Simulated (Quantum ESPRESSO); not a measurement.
Consider Ho2BiO2 (I4/mmm).

```xyz
5
Lattice="-1.9199 1.9199 6.6974 1.9199 -1.9199 6.6974 1.9199 1.9199 -6.6974" Properties=species:S:1:pos:R:3 pbc="T T T"
Bi    0.0000    0.0000    0.0000
Ho    0.0000    0.0000    4.4383
Ho    0.0000    0.0000    8.9565
O     1.9199    0.0000    3.3487
O     0.0000    1.9199    3.3487
```

Absorber: atom 4, with 4 Ho at 2.21 Å (distorted tetrahedral, site symmetry -4m2). Method: Quantum ESPRESSO XSpectra, LDA, excited-electron core hole (neutral cell), 10-atom cell with 5.4 Å between holes, 6×6×6 k points, dipole transitions, Lorentzian half width 0.3 eV up to 4 eV, rising linearly to 2.5 eV at 25 eV, without spin-orbit coupling.

Q: What does the O K edge look like?

Main maxima up to 24 eV above the zero (height): 1.5 eV (1.87), 4.2 eV (2.22) and 10.6 eV (1.05). A K edge sees empty p states on the absorber. The total-energy difference is 534.88 eV. One term is added: -8.83 eV, since the hole is spin-paired here and a spin-polarised one costs that much less in the free atom (computed apart). The photon energy is then 526.05 eV. The functional leaves an error in such absolute values: in the free atom LDA prices this hole 4.1 eV below PBE (computed apart), and PBE is itself good to a few eV.

The O K spectrum (energy from the energy zero of the input (xe0, at the border of filled and empty states); intensity scaled to a mean of 1 over the first 20 eV; the points at xe0, where the cut of filled states can leave a spike, are interpolated; polarised curves are means over the symmetry-equivalent atoms):

```
E (eV)  isotropic  ε ⊥ c  ε ∥ c
  -2.0       0.05   0.05   0.06
  -1.4       0.07   0.07   0.09
  -0.8       0.12   0.11   0.14
  -0.2       0.25   0.23   0.28
   0.4       0.68   0.59   0.86
   1.0       1.60   1.23   2.34
   1.6       1.83   1.71   2.07
   2.2       1.30   1.25   1.39
   2.8       1.02   0.89   1.29
   3.4       1.33   1.35   1.28
   4.0       2.12   2.09   2.17
   4.6       1.87   1.76   2.10
   5.2       1.40   1.52   1.15
   5.8       1.03   1.15   0.80
   6.4       0.89   0.93   0.80
   7.0       0.81   0.85   0.75
   7.6       0.80   0.88   0.64
   8.2       0.82   0.94   0.57
   8.8       0.89   1.04   0.58
   9.4       0.99   1.15   0.67
  10.0       1.04   1.17   0.77
  10.6       1.05   1.17   0.81
  11.2       1.01   1.14   0.76
  11.8       0.95   1.07   0.72
  12.4       0.91   0.99   0.74
  13.0       0.88   0.93   0.79
  13.6       0.85   0.87   0.81
  14.2       0.80   0.80   0.81
  14.8       0.76   0.74   0.80
  15.4       0.73   0.70   0.79
  16.0       0.71   0.68   0.78
  16.6       0.71   0.68   0.77
  17.2       0.71   0.67   0.77
  17.8       0.70   0.67   0.77
  18.4       0.69   0.65   0.78
  19.0       0.69   0.63   0.80
  19.6       0.69   0.62   0.82
  20.2       0.68   0.61   0.83
  20.8       0.68   0.61   0.84
  21.4       0.68   0.61   0.82
  22.0       0.68   0.62   0.80
  22.6       0.68   0.63   0.77
  23.2       0.67   0.64   0.74
  23.8       0.67   0.64   0.71
  24.4       0.66   0.65   0.68
  25.0       0.65   0.64   0.66
  25.6       0.64   0.64   0.64
  26.2       0.63   0.64   0.62
  26.8       0.63   0.63   0.61
  27.4       0.63   0.63   0.61
  28.0       0.63   0.64   0.61
  28.6       0.63   0.64   0.61
  29.2       0.64   0.65   0.61
  29.8       0.64   0.66   0.60
  30.4       0.64   0.67   0.59
  31.0       0.65   0.68   0.58
  31.6       0.65   0.69   0.57
```

The run has no spin polarisation, although Ho can carry a moment. Lanthanide 4f electrons are frozen in the core. The primitive cell holds an odd number of electrons, so a spin-paired run has to come out metallic; that is right for a metal, but some such compounds are magnetic or distorted insulators. The holes are only 5.4 Å apart, so the shape is probably not converged with cell size; no larger cell was run here. The structure is a computed Materials Project entry and may be a hypothetical form.

[Banner, clock and machine lines of the logs are left out without a mark of their own.]

[Logs are printed without paths, hosts, clocks, repeated set-up lines and the standing remarks that a program may print on its own settings, such as how far it seeks lower states.]

[Hosts, paths, dates, database ids (printed as entryN), source tags and the programs' standing remarks are cut or masked in the printed files.]

[Lists of maxima count a maximum above −3 eV only where it reaches 4 % of the highest in the window and stands out from its surroundings by 2 % of it (1.5 % where it reaches 55 %); shoulders and weaker maxima are passed over, and of the rest the first, up to two pre-edge ones and the few strongest are named.]
